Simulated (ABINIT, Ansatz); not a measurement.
## Quasiparticle gap of CdTe (F-43m) in ABINIT

How does a plane-wave GW calculation on CdTe (F-43m) run from the first input to the gap?

Main program and level: ABINIT 10.8.3; PBE and many-body steps on it, plane waves.

**The experiments to reproduce.**

- Gap 1.32 ± 0.02 eV: direct optical gap from Tauc analysis, 2.5 h deposition; UV-vis diffuse reflectance; film (electrodeposited 2.5 h on FTO, nearly stoichiometric) (“Electrodeposition of CdTe Thin Films for Solar Energy Water Splitting”, 2020, pmc:7177234).

- Gap 1.592 eV: near-band-edge L1 bound-exciton energy extrapolated to 0 K (Varshni), slightly below the true gap; temperature-dependent photoluminescence; 0 K; bulk crystal (vertical Bridgman single crystal) (“Photoluminescence characteristics of Cd1-xMnxTe single crystals grown by the vertical Bridgman method”, 2012, pmc:3275455).

- Gap 1.48 ± 0.02 eV: direct optical gap from Tauc analysis, 1.5 h deposition; UV-vis diffuse reflectance; film (electrodeposited 1.5 h on FTO, Te-rich) (“Electrodeposition of CdTe Thin Films for Solar Energy Water Splitting”, 2020, pmc:7177234).

This is a report of a sequence of runs, with most program output left out.

### 1. Set-up

The structure is cubic, space group F-43m (No. 216). Conventional cell: a = 6.480 Å, b = 6.480 Å, c = 6.480 Å, α = 90.00°, β = 90.00°, γ = 90.00°. Nearest to Cd lie 4 Te at 2.81 Å. Te has 4 Cd at 2.81 Å nearest. Farther neighbours and most contacts between anions are not listed.

The cell and positions come from the Crystallography Open Database and are kept as given unless a step says otherwise. Spin-orbit coupling is left out unless a step names it.

### 2. Ground state

This step: ABINIT 10.8.3; DFT, PBE, plane waves, norm-conserving pseudopotentials.

The ground-state density comes first.

Input file run.abi:

```
acell 3*1.0 Angstrom
rprim 
  0.000000000000 3.240000000000 3.240000000000
  3.240000000000 0.000000000000 3.240000000000
  3.240000000000 3.240000000000 0.000000000000
ntypat 2
znucl 48 52
natom 2
typat 1 2
xred 
  0.000000000000 0.000000000000 0.000000000000
  0.250000000000 0.250000000000 0.250000000000
pp_dirpath "pseudos"
pseudos "Cd.upf, Te.upf"
ecut 47
ngkpt 6 6 6
nshiftk 1
shiftk 0 0 0
kptopt 1
chksymbreak 0
nband 27
occopt 1
tolvrs 1e-10
nstep 60
prtwf 0
optforces 0
optstress 0
indata_prefix "in"
outdata_prefix "out"
tmpdata_prefix "tmp"
```

The run is started by

```
$ OMP_NUM_THREADS=1 mpirun -n 8 abinit run.abi > log
```

Run time: 38 s. Hardware: 8 MPI ranks of Arm Neoverse N1, shared host; peak memory 0.88 GiB; 5 min of CPU time.

Numbers from this step:

* total energy: -12400.0638 eV
* gap: 0.7704 eV
* k of the valence top: 0, 0, 0
* k of the conduction bottom: 0, 0, 0
* least direct gap: 0.7704 eV

The gap is direct, at Γ.

### 3. Bands along the symmetry lines

The cheap functional maps the bands first; the places of the edges decide which points the dearer methods must see.

Input file run.abi:

```
acell 3*1.0 Angstrom
rprim 
  0.000000000000 3.240000000000 3.240000000000
  3.240000000000 0.000000000000 3.240000000000
  3.240000000000 3.240000000000 0.000000000000
ntypat 2
znucl 48 52
natom 2
typat 1 2
xred 
  0.000000000000 0.000000000000 0.000000000000
  0.250000000000 0.250000000000 0.250000000000
pp_dirpath "pseudos"
pseudos "Cd.upf, Te.upf"
ecut 47
iscf -2
irdden 1
kptopt 0
nkpt 50
kpt 
  0.00000000 0.00000000 0.00000000
  -0.06250000 -0.06250000 0.00000000
  -0.12500000 -0.12500000 0.00000000
  -0.18750000 -0.18750000 0.00000000
  -0.25000000 -0.25000000 0.00000000
  -0.31250000 -0.31250000 0.00000000
  -0.37500000 -0.37500000 0.00000000
  -0.43750000 -0.43750000 0.00000000
  -0.50000000 -0.50000000 0.00000000
  -0.48437500 -0.48437500 0.03125000
  -0.46875000 -0.46875000 0.06250000
  -0.45312500 -0.45312500 0.09375000
  -0.43750000 -0.43750000 0.12500000
  -0.42187500 -0.42187500 0.15625000
  -0.40625000 -0.40625000 0.18750000
  -0.39062500 -0.39062500 0.21875000
  -0.37500000 -0.37500000 0.25000000
  -0.37500000 0.00000000 0.37500000
  -0.32812500 0.00000000 0.32812500
  -0.28125000 0.00000000 0.28125000
  -0.23437500 0.00000000 0.23437500
  -0.18750000 0.00000000 0.18750000
  -0.14062500 0.00000000 0.14062500
  -0.09375000 0.00000000 0.09375000
  -0.04687500 0.00000000 0.04687500
  0.00000000 0.00000000 0.00000000
  0.00000000 0.00000000 0.06250000
  0.00000000 0.00000000 0.12500000
  0.00000000 0.00000000 0.18750000
  0.00000000 0.00000000 0.25000000
  0.00000000 0.00000000 0.31250000
  0.00000000 0.00000000 0.37500000
  0.00000000 0.00000000 0.43750000
  0.00000000 0.00000000 0.50000000
  -0.06250000 -0.03125000 0.46875000
  -0.12500000 -0.06250000 0.43750000
  -0.18750000 -0.09375000 0.40625000
  -0.25000000 -0.12500000 0.37500000
  -0.31250000 -0.15625000 0.34375000
  -0.37500000 -0.18750000 0.31250000
  -0.43750000 -0.21875000 0.28125000
  -0.50000000 -0.25000000 0.25000000
  -0.50000000 -0.28125000 0.21875000
  -0.50000000 -0.31250000 0.18750000
  -0.50000000 -0.34375000 0.15625000
  -0.50000000 -0.37500000 0.12500000
  -0.50000000 -0.40625000 0.09375000
  -0.50000000 -0.43750000 0.06250000
  -0.50000000 -0.46875000 0.03125000
  -0.50000000 -0.50000000 0.00000000
istwfk *1
nband 29
nbdbuf 2
tolwfr 1e-08
nstep 40
prtwf 0
prtvol 0
indata_prefix "in"
outdata_prefix "out"
tmpdata_prefix "tmp"
```

Elapsed: 52 s, on 8 MPI ranks; peak memory 0.72 GiB; 6.9 min of CPU time.

This step gave:

```yaml
gap: 0.7704 eV
k_of_the_valence_top: 0, 0, 0
k_of_the_conduction_bottom: 0, 0, 0
least_direct_gap: 0.7704 eV
```

The gap is 0.770 eV, as in the run before at this level.

The electronic bands at the labelled points (eV, zero at the top of the highest filled band):

```
    point  band 19  band 20  band 21  band 22  band 23  band 24  band 25  band 26
        Γ    -8.03     0.00     0.00     0.00     0.77     4.62     4.62     4.62
  halfway    -8.00    -2.66    -1.08    -1.08     2.95     3.34     6.49     6.49
        X    -7.53    -4.30    -1.86    -1.86     2.62     2.68     8.83     9.15
  halfway    -7.51    -4.27    -2.15    -1.78     2.72     3.25     8.10     8.50
        U    -7.49    -4.20    -2.55    -1.54     2.91     4.53     7.36     7.48
jump to K    -7.49    -4.20    -2.55    -1.54     2.91     4.53     7.36     7.48
  halfway    -7.96    -3.01    -1.49    -0.45     2.83     4.90     5.33     5.46
        Γ    -8.03     0.00     0.00     0.00     0.77     4.62     4.62     4.62
  halfway    -8.03    -2.72    -0.43    -0.43     1.99     5.17     5.17     5.37
        L    -7.67    -4.42    -0.77    -0.77     1.82     5.21     5.21     7.07
  halfway    -7.58    -4.23    -2.06    -1.26     3.24     4.61     5.99     7.21
        W    -7.45    -4.18    -2.32    -2.19     4.26     4.69     5.57     6.32
  halfway    -7.49    -4.24    -2.10    -2.04     3.32     3.32     7.47     7.56
        X    -7.53    -4.30    -1.86    -1.86     2.62     2.68     8.83     9.15
```

### 4. Empty states on the mesh, 4×4×4 mesh, 694 bands

The sums over transitions need many empty states on a uniform mesh; this step solves for them.

Input file run.abi:

```
acell 3*1.0 Angstrom
rprim 
  0.000000000000 3.240000000000 3.240000000000
  3.240000000000 0.000000000000 3.240000000000
  3.240000000000 3.240000000000 0.000000000000
ntypat 2
znucl 48 52
natom 2
typat 1 2
xred 
  0.000000000000 0.000000000000 0.000000000000
  0.250000000000 0.250000000000 0.250000000000
pp_dirpath "pseudos"
pseudos "Cd.upf, Te.upf"
ecut 47
ngkpt 4 4 4
nshiftk 1
shiftk 0 0 0
kptopt 1
chksymbreak 0
iscf -2
irdden 1
istwfk *1
nband 694
nbdbuf 62
tolwfr 1e-09
nstep 60
prtvol 0
indata_prefix "in"
outdata_prefix "out"
tmpdata_prefix "tmp"
```

It took 15 min on 8 MPI ranks; peak memory 1.5 GiB; 2 h of CPU time.

This step gave:

- gap: 0.7704 eV
- k of the valence top: 0, 0, 0
- k of the conduction bottom: 0, 0, 0
- least direct gap: 0.7704 eV
- k points computed: 8
- lowest point of the top converged band, above the valence top: 238.0583 eV

On this mesh the gap is 0.770 eV.

### 5. Screening, 4×4×4 mesh, 271 bands, screening to 212.2 eV

The RPA dielectric matrix is built and inverted for each q.

This step: RPA screening on PBE, plane waves, norm-conserving pseudopotentials.

run.abi, as its differences from that of step 4:

```diff
@@ -20,10 +20,11 @@
 chksymbreak 0
-iscf -2
-irdden 1
 istwfk *1
-nband 694
-nbdbuf 62
-tolwfr 1e-09
-nstep 60
-prtvol 0
+occopt 1
+irdwfk 1
+optdriver 3
+nband 271
+ecuteps 7.8
+inclvkb 2
+awtr 1
+symchi 1
 indata_prefix "in"
```

The job ended after 7.4 min (8 MPI ranks; peak memory 4.8 GiB).

Numbers from this step:

```
ε∞ with local fields, on this mesh, along the program's q direction : 25.81
the same without local fields                                       : 27.06
plasma frequency                                                    : 29.86 eV
plane waves in the screening matrix                                 : 531
```

Local fields lower ε∞ by 5 %.

### 6. Self-energy, 4×4×4 mesh, 271 bands, screening to 212.2 eV

The self-energy is evaluated for the states that the input lists, and the levels follow from it, in one-shot runs by the linearised quasiparticle equation.

This step: G0W0 on PBE, plane waves, norm-conserving pseudopotentials.

run.abi, as its differences from that of step 5:

```diff
@@ -23,8 +23,15 @@
 irdwfk 1
-optdriver 3
+optdriver 4
 nband 271
+gwcalctyp 0
+ecutsigx 47
+symsigma 1
+nkptgw 1
+kptgw 
+  0.0000000000 0.0000000000 0.0000000000
+bdgw 
+  20 26
 ecuteps 7.8
-inclvkb 2
-awtr 1
-symchi 1
+irdscr 1
+ppmodel 1
 indata_prefix "in"
```

It took 50 s on 8 MPI ranks; peak memory 4.4 GiB.

Numbers from this step:

- G0W0 gap on the points computed: 1.547 eV
- starting gap on the mesh: 0.7704 eV
- k of the valence top: 0, 0, 0
- k of the conduction bottom: 0, 0, 0
- Z at the valence top: 0.798
- Z at the conduction bottom: 0.811
- least direct G0W0 gap on the computed points: 1.547 eV

The gap on the mesh goes from 0.77 eV to 1.55 eV, a correction of +0.78 eV.

Limits: finite bands, cutoff and mesh; no spin-orbit coupling; coarse k mesh. v1 is the top filled band, c1 the lowest empty one. The levels before and after the correction (eV, zero at the valence-band top of each column):

```
           conduction bottom  valence top
Kohn-Sham               0.77         0.00
     G0W0               1.55         0.00
```

```
             level  energy (eV)
Kohn-Sham  Γ v3-v1        0.000
Kohn-Sham     Γ c1        0.770
Kohn-Sham  Γ c2-c4        4.622
     G0W0  Γ v3-v1        0.000
     G0W0     Γ c1        1.547
     G0W0  Γ c2-c4        5.347
```

### 7. Where the time went

Times are wall times on 8 MPI ranks of Arm Neoverse N1, shared host, good to a factor of about two.

```
                          step     time  share  memory (GiB)
                  ground state     38 s    3 %          0.88
bands along the symmetry lines     52 s    3 %          0.72
      empty states on the mesh   15 min   61 %           1.5
                     screening  7.4 min   30 %           4.8
                   self-energy     50 s    3 %           4.4
```

### 8. Summary of results

| Property | Result |
| --- | --- |
| PBE gap | 0.77 eV, direct |
| G0W0 gap on the mesh | 1.55 eV |
| GW settings | 4×4×4 mesh, 271 bands, screening to 212.2 eV, Godby-Needs plasmon pole |
| known limits | not at the basis limit; mesh may overstate the screening; no spin-orbit coupling; coarse k mesh |

**Reading.** G0W0 moves the gap on the mesh from 0.77 eV to 1.55 eV (+0.78 eV), with Z of 0.80 and 0.81 at the edges. Local fields lower the RPA ε∞ on this mesh from 27.06 to 25.81. Only 1 of the mesh's irreducible points was corrected, so a valley elsewhere could overtake. The dearest step here is «empty states on the mesh». Against experiment, by G0W0@PBE: the direct gap of 1.55 eV lies +0.23 eV from the measured 1.32 ± 0.02 eV (direct, 2020); the direct gap of 1.55 eV lies −0.04 eV from the measured 1.592 eV (exciton, 0 K, 2012); the direct gap of 1.55 eV lies +0.07 eV from the measured 1.48 ± 0.02 eV (direct, 2020). An exciton line or allowed optical edge lies below the quasiparticle gap by the binding energy; a forbidden edge can push the onset above it. The calculation has static nuclei and no excitons; a measured gap holds zero-point and thermal motion, which mostly lowers it. With atoms this heavy the missing spin-orbit coupling can matter too. Bands and cutoff are finite, so the gap is not at the basis limit. The miss can reach some tenths of an eV and take either sign; the mesh is an error of its own. In the G0W0 run levels were corrected at 1 k point alone, so a gap called «on the mesh» is the least over those, and an edge elsewhere would be missed. The 4×4×4 mesh is coarse for this cell, which bears on the long-range parts of exchange and screening. The RPA ε∞ on this mesh reaches over 25; with a narrow direct gap a coarse mesh can overstate it, and the correction is then too small.

[Paths, hosts, dates, memory and timing lines, banners, echoed tables and standing remarks are left out of the program output.]

[Logs are printed without paths, hosts, clocks, repeated set-up lines and the standing remarks that a program may print on its own settings, such as how far it seeks lower states.]

[Runs of the session that timed out or met a known fault of the program may be left out.]

[Hosts, paths, dates, database ids (printed as entryN), source tags and the programs' standing remarks are cut or masked in the printed files.]

[G0W0 gaps are taken among the corrected bands and points alone; a level outside them can change the order at an edge.]

[Where Ansatz stands beside ABINIT at settings called matched, ABINIT's density can come from a denser mesh and the files from another edition; pairs whose starting gaps differed by over 0.03 eV were left out, so agreement reads better than it is.]
